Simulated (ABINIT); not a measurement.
# Quasiparticle gap of P2Ir (P2_1/c) in ABINIT, part 2 of 2

Aim: the G0W0 gap of P2Ir (P2_1/c) on LDA, step by step.

ABINIT 10.8.3; LDA and many-body steps on it, plane waves. Known limits of the many-body steps: not at the basis limit; no spin polarisation; d states lean on the start; no spin-orbit coupling; coarse k mesh.

So far. Step 2 (Ground state): The gap is indirect, with the least direct gap 0.91 eV higher. Step 3 (Empty states on the mesh, 2×2×2 mesh, 191 bands): On this mesh the gap is 0.621 eV.

## (4) Screening, 2×2×2 mesh, 175 bands, screening to 106.1 eV

The RPA dielectric matrix is built and inverted for each q.

This step: RPA screening on LDA, plane waves, norm-conserving pseudopotentials.

The input, run.abi:

```
acell 3*1.0 Angstrom
rprim 
  5.772335097500 0.000000000000 -0.000000000000
  0.000000000000 5.806731510000 0.000000000000
  -2.128499726500 0.000000000000 5.473140883600
ntypat 2
znucl 15 77
natom 12
typat 1 1 1 1 1 1 1 1 2 2 2 2
xred 
  0.158006700000 0.881881860000 0.870287720000
  0.841993300000 0.381881860000 0.629712280000
  0.841993300000 0.118118140000 0.129712280000
  0.158006700000 0.618118140000 0.370287720000
  0.334322990000 0.377205270000 0.188546390000
  0.665677010000 0.877205270000 0.311453610000
  0.665677010000 0.622794730000 0.811453610000
  0.334322990000 0.122794730000 0.688546390000
  0.271866410000 0.498830410000 0.791578690000
  0.728133590000 0.998830410000 0.708421310000
  0.728133590000 0.501169590000 0.208421310000
  0.271866410000 0.001169590000 0.291578690000
pp_dirpath "pseudos"
pseudos "P.upf, Ir.upf"
ecut 24
ngkpt 2 2 2
nshiftk 1
shiftk 0 0 0
kptopt 1
chksymbreak 0
istwfk *1
occopt 1
irdwfk 1
optdriver 3
nband 175
ecuteps 3.9
inclvkb 2
awtr 1
symchi 1
indata_prefix "in"
outdata_prefix "out"
tmpdata_prefix "tmp"
```

The run is started by

```bash
> OMP_NUM_THREADS=1 mpirun -n 8 abinit run.abi > log
```

Numbers of over 12 decimals in the logs are rounded to 6 here.

The log of the run:

```text
.Version 10.8.3 of ABINIT. v10.8.2 released Aug 2026.

 Symmetries : space group P2_1/c (# 14); Bravais mP (primitive monocl.)
[... echo of the input left out ...]
== DATASET  1 ==================================================================
-   mpi_nproc: 8, omp_nthreads: 1 (-1 if OMP is not activated)

--- !DatasetInfo
iteration_state: {dtset: 1, }
dimensions: {natom: 12, nkpt: 8, mband: 175, nsppol: 1, nspinor: 1, nspden: 1, mpw: 6990, }
cutoff_energies: {ecut:  24.0, pawecutdg:  -1.0, }
electrons: {nelect:   1.08000000E+02, charge:   0.00000000E+00, occopt:   1.00000000E+00, tsmear:   1.00000000E-02, }

 SCREENING: Calculation of the susceptibility and dielectric matrices

 Based on a program developped by R.W. Godby, V. Olevano, G. Onida, and L. Reining.
 Incorporated in ABINIT by V. Olevano, G.-M. Rignanese, and M. Torrent.
.Using double precision arithmetic ; gwpc =  8

[... cell and pseudopotentials left out ...]
--------------------------------------------------------------------------------

 ==== K-mesh for the wavefunctions ====
 Number of points in the irreducible wedge :     8
[... list of points left out ...]
 Together with  4 symmetry operations and time-reversal symmetry
 yields     8 points in the full Brillouin Zone.

 ==== Q-mesh for the screening function ====
 Number of points in the irreducible wedge :     8
[... list of points left out ...]
 Together with  4 symmetry operations and time-reversal symmetry
 yields     8 points in the full Brillouin Zone.

 setmesh: FFT mesh size selected  =    32x   36x   32
          total number of points  =        36864

 vcoul_init : cutoff-mode = AUXILIARY_FUNCTION
 q-points for optical limit:   1
     1)      0.000010    0.000020    0.000030

- screening: taking advantage of time-reversal symmetry
- Maximum band index for partially occupied states nbvw = 54
- Remaining bands to be divided among processors   nbcw = 121
- Number of bands treated by each node ~15

 Number of electrons calculated from density =  108.0000; Expected =  108.0000
 average of density, n =  0.087238
 r_s =    1.3987
 omega_plasma =   28.4911 [eV]

 calculating chi0 at frequencies [eV] :
  1    0.000000E+00    0.000000E+00
  2    0.000000E+00    2.849110E+01

--------------------------------------------------------------------------------
  q-point number  1        q = ( 0.000000, 0.000000, 0.000000) [r.l.u.]
--------------------------------------------------------------------------------
[... chi0 elements left out ...]
 For q-point:  0.000010 0.000020 0.000030
  dielectric constant =  18.8493
  dielectric constant without local fields =  19.9976

  Average fulfillment of the sum rule on Im[epsilon] for q-point    1 :     52.86  [%]
[... wings left out ...]
  q-point number  2        q = ( 0.500000, 0.000000, 0.000000) [r.l.u.]
--------------------------------------------------------------------------------
[... chi0 elements left out ...]
  Average fulfillment of the sum rule on Im[epsilon] for q-point    2 :     59.73  [%]

 [... 6 further q-points ...]
```

Wall time 2.5 min (8 MPI ranks of Intel Xeon 6975P-C (Granite Rapids), shared host); peak memory 4.8 GiB; 20 min of CPU time.

This step gave:

```yaml
eps_infinity_with_local_fields_on_this_mesh_along_the_program_s_q_direction: 18.85
the_same_without_local_fields: 20.00
plasma_frequency: 28.49 eV
plane_waves_in_the_screening_matrix: 453
```

Local fields lower ε∞ by 6 %. On a Γ-centred mesh this coarse the value itself is usually too large, while a short band sum pulls it down.

## (5) Self-energy, 2×2×2 mesh, 175 bands, screening to 106.1 eV

The self-energy is evaluated for the states that the input lists, and the levels follow from it, in one-shot runs by the linearised quasiparticle equation.

This step: G0W0 on LDA, plane waves, norm-conserving pseudopotentials.

Edit run.abi of step 4 so:

```diff
@@ -33,8 +33,19 @@
 irdwfk 1
-optdriver 3
+optdriver 4
 nband 175
+gwcalctyp 0
+ecutsigx 24
+symsigma 1
+nkptgw 3
+kptgw 
+  0.5000000000 0.5000000000 0.5000000000
+  0.0000000000 0.0000000000 0.0000000000
+  0.0000000000 0.5000000000 0.5000000000
+bdgw 
+  53 56
+  53 56
+  53 56
 ecuteps 3.9
-inclvkb 2
-awtr 1
-symchi 1
+irdscr 1
+ppmodel 1
 indata_prefix "in"
```

The log of the run:

```text
.Version 10.8.3 of ABINIT. v10.8.2 released Aug 2026.

 Symmetries : space group P2_1/c (# 14); Bravais mP (primitive monocl.)
[... echo of the input left out ...]
== DATASET  1 ==================================================================
-   mpi_nproc: 8, omp_nthreads: 1 (-1 if OMP is not activated)

--- !DatasetInfo
iteration_state: {dtset: 1, }
dimensions: {natom: 12, nkpt: 8, mband: 175, nsppol: 1, nspinor: 1, nspden: 1, mpw: 6990, }
cutoff_energies: {ecut:  24.0, pawecutdg:  -1.0, }
electrons: {nelect:   1.08000000E+02, charge:   0.00000000E+00, occopt:   1.00000000E+00, tsmear:   1.00000000E-02, }

 SIGMA: Calculation of the GW corrections

 Based on a program developped by R.W. Godby, V. Olevano, G. Onida, and L. Reining.
 Incorporated in ABINIT by V. Olevano, G.-M. Rignanese, and M. Torrent.
.Using double precision arithmetic ; gwpc =  8

[... cell and pseudopotentials left out ...]
--------------------------------------------------------------------------------

 ==== K-mesh for the wavefunctions ====
 Number of points in the irreducible wedge :     8
[... list of points left out ...]
 Together with  4 symmetry operations and time-reversal symmetry
 yields     8 points in the full Brillouin Zone.

 ==== Q-mesh for screening function ====
 Number of points in the irreducible wedge :     8
[... list of points left out ...]
 Together with  4 symmetry operations and time-reversal symmetry
 yields     8 points in the full Brillouin Zone.

 vcoul_init : cutoff-mode = AUXILIARY_FUNCTION
 q-points for optical limit:   1
     1)      0.000010    0.000020    0.000030
 setmesh: FFT mesh size selected  =    48x   54x   48
          total number of points  =       124416

 Number of electrons calculated from density =  108.0000; Expected =  108.0000
 average of density, n =  0.087238
 r_s =    1.3987
 omega_plasma =   28.4911 [eV]

 === KS Band Gaps ===
  >>>> For spin  1
   Minimum direct gap =   1.5260 [eV], located at k-point      :   0.0000  0.5000  0.5000
   Fundamental gap    =   0.6207 [eV], Top of valence bands at :   0.5000  0.5000  0.5000
                                       Bottom of conduction at :   0.0000  0.0000  0.0000
 SIGMA fundamental parameters:
 PLASMON POLE MODEL  1
 number of plane-waves for SigmaX                 6909
 number of plane-waves for SigmaC and W            453
 number of plane-waves for wavefunctions          6909
 number of bands                                   175
 number of independent spin polarizations            1
 number of spinorial components                      1
 number of k-points in IBZ                           8
 number of q-points in IBZ                           8
 number of symmetry operations                       4
 number of k-points in BZ                            8
 number of q-points in BZ                            8
 number of frequencies for dSigma/dE                 9
 frequency step for dSigma/dE [eV]                0.25
 number of omega for Sigma on real axis              0
 max omega for Sigma on real axis  [eV]           0.00
 zcut for avoiding poles [eV]                     0.10

 EPSILON^-1 parameters (SCR file):
 dimension of the eps^-1 matrix on file            453
 dimension of the eps^-1 matrix used               453
 number of plane-waves for wavefunctions          6909
 number of bands                                   175
 number of q-points in IBZ                           8
 number of frequencies                               2
 number of real frequencies                          1
 number of imag frequencies                          1

 matrix elements of self-energy operator (all in [eV])

 Perturbative Calculation

--- !SelfEnergy_ee
iteration_state: {dtset: 1, }
kpoint     : [   0.500,    0.500,    0.500, ]
spin       : 1
KS_gap     :    1.620
QP_gap     :    2.603
Delta_QP_KS:    0.983
data: !SigmaeeData |
     Band     E0 <VxcDFT>   SigX SigC(E0)      Z dSigC/dE  Sig(E)    E-E0       E
       53  10.103 -13.334 -14.672   1.740   0.805  -0.242 -13.010   0.324  10.427
       54  10.103 -13.334 -14.672   1.740   0.805  -0.242 -13.010   0.324  10.427
       55  11.722 -17.574 -13.357  -2.586   0.801  -0.248 -16.267   1.307  13.029
       56  11.722 -17.574 -13.357  -2.586   0.801  -0.248 -16.267   1.307  13.029

--- !SelfEnergy_ee
iteration_state: {dtset: 1, }
kpoint     : [   0.000,    0.000,    0.000, ]
spin       : 1
KS_gap     :    1.908
QP_gap     :    2.167
Delta_QP_KS:    0.259
data: !SigmaeeData |
     Band     E0 <VxcDFT>   SigX SigC(E0)      Z dSigC/dE  Sig(E)    E-E0       E
       53   8.684 -18.200 -20.373   3.297   0.794  -0.259 -17.308   0.893   9.576
       54   8.816 -18.064 -20.300   3.340   0.791  -0.264 -17.191   0.873   9.689
       55  10.723 -16.849 -13.532  -1.899   0.798  -0.253 -15.717   1.132  11.856
       56  11.524 -13.750  -9.930  -2.876   0.798  -0.253 -12.997   0.753  12.277

--- !SelfEnergy_ee
iteration_state: {dtset: 1, }
kpoint     : [   0.000,    0.500,    0.500, ]
spin       : 1
KS_gap     :    1.526
QP_gap     :    2.151
Delta_QP_KS:    0.625
data: !SigmaeeData |
     Band     E0 <VxcDFT>   SigX SigC(E0)      Z dSigC/dE  Sig(E)    E-E0       E
       53   9.986 -15.003 -16.631   2.277   0.802  -0.247 -14.482   0.520  10.506
       54   9.986 -15.003 -16.631   2.277   0.802  -0.247 -14.482   0.520  10.506
       55  11.512 -17.001 -13.480  -2.089   0.799  -0.251 -15.856   1.145  12.657
       56  11.512 -17.001 -13.480  -2.089   0.799  -0.251 -15.856   1.145  12.657

== END DATASET(S) ==============================================================
================================================================================

 -outvars: echo values of variables after computation  --------
           etotal      0.0000000000E+00
            nband         175
             nkpt           8
          spgroup          14
 [... the other variables as echoed above ...]

 Calculation completed.
```

Run time: 17 s. Hardware: 8 MPI ranks; peak memory 2.7 GiB; 2.2 min of CPU time.

This step gave:

| Property | Result |
| --- | --- |
| G0W0 gap on the points computed | 1.350 eV |
| starting gap on the mesh | 0.6207 eV |
| k of the valence top | 0, 0.5, 0.5 |
| k of the conduction bottom | 0, 0, 0 |
| Z at the valence top | 0.802 |
| Z at the conduction bottom | 0.798 |
| least direct G0W0 gap on the computed points | 2.151 eV |

The gap on the mesh goes from 0.62 eV to 1.35 eV, a correction of +0.73 eV.

Limits: finite bands, cutoff and mesh; no spin polarisation; d states lean on the start; no spin-orbit coupling; coarse k mesh. v1 is the top filled band, c1 the lowest empty one. The levels before and after the correction (eV, zero at the valence-band top of each column):

|  | conduction bottom | valence top |
| --- | --- | --- |
| Kohn-Sham | 0.62 | 0.00 |
| G0W0 | 1.35 | 0.00 |

|  | level | energy (eV) |
| --- | --- | --- |
| Kohn-Sham | Γ v2 | -1.419 |
| Kohn-Sham | Γ v1 | -1.287 |
| Kohn-Sham | Γ c1 | 0.621 |
| Kohn-Sham | Γ c2 | 1.421 |
| Kohn-Sham | (0 0.5 0.5) v2-v1 | -0.117 |
| Kohn-Sham | (0 0.5 0.5) c1-c2 | 1.409 |
| G0W0 | Γ v2 | -0.930 |
| G0W0 | Γ v1 | -0.817 |
| G0W0 | Γ c1 | 1.350 |
| G0W0 | Γ c2 | 1.771 |
| G0W0 | (0 0.5 0.5) v2-v1 | 0.000 |
| G0W0 | (0 0.5 0.5) c1-c2 | 2.151 |

## (6) Where the time went

Times are wall times on 8 MPI ranks of Intel Xeon 6975P-C (Granite Rapids), shared host, good to a factor of about two.

| step | time | share | memory (GiB) |
| --- | --- | --- | --- |
| ground state | 83 s | 27 % | 1 |
| empty states on the mesh | 61 s | 20 % | 0.97 |
| screening | 2.5 min | 48 % | 4.8 |
| self-energy | 17 s | 5 % | 2.7 |

## (7) Outcome

```
LDA gap              : 0.62 eV, indirect
G0W0 gap on the mesh : 1.35 eV
GW settings          : 2×2×2 mesh, 175 bands, screening to 106.1 eV, Godby-Needs plasmon pole
known limits         : not at the basis limit; no spin polarisation; d states lean on the start; no spin-orbit coupling; coarse k mesh
```

In words: G0W0 moves the gap on the mesh from 0.62 eV to 1.35 eV (+0.73 eV), with Z of 0.80 and 0.80 at the edges. Local fields lower the RPA ε∞ on this mesh from 20.00 to 18.85; a Γ-centred mesh this coarse tends to raise both, most where the direct gap is narrow, while a short band sum lowers them. Only 3 of the mesh's irreducible points were corrected, so a valley elsewhere could overtake. The dearest step here is «screening». Bands and cutoff are finite, so the gap is not at the basis limit. The miss can reach some tenths of an eV and take either sign; the mesh is an error of its own. In the G0W0 run levels were corrected at 3 k points alone, so a gap called «on the mesh» is the least over those, and an edge elsewhere would be missed. The 2×2×2 mesh is coarse for this cell, which bears on the long-range parts of exchange and screening. The runs have no spin polarisation. For a closed low-spin shell that is the natural state; where a d or f shell is open it is a constraint, and the gap is then not the crystal's own. With d states at the gap, one-shot GW leans hard on its start. The many-body steps are scalar-relativistic: spin-orbit coupling is not in them.

[Paths, hosts, dates, memory and timing lines, banners, echoed tables and standing remarks are left out of the program output.]

[Logs are printed without paths, hosts, clocks, repeated set-up lines and the standing remarks that a program may print on its own settings, such as how far it seeks lower states.]

[Runs of the session that timed out or met a known fault of the program may be left out.]

[Hosts, paths, dates, database ids (printed as entryN), source tags and the programs' standing remarks are cut or masked in the printed files.]

[G0W0 gaps are taken among the corrected bands and points alone; a level outside them can change the order at an edge.]

[Where Ansatz stands beside ABINIT at settings called matched, ABINIT's density can come from a denser mesh and the files from another edition; pairs whose starting gaps differed by over 0.03 eV were left out, so agreement reads better than it is.]
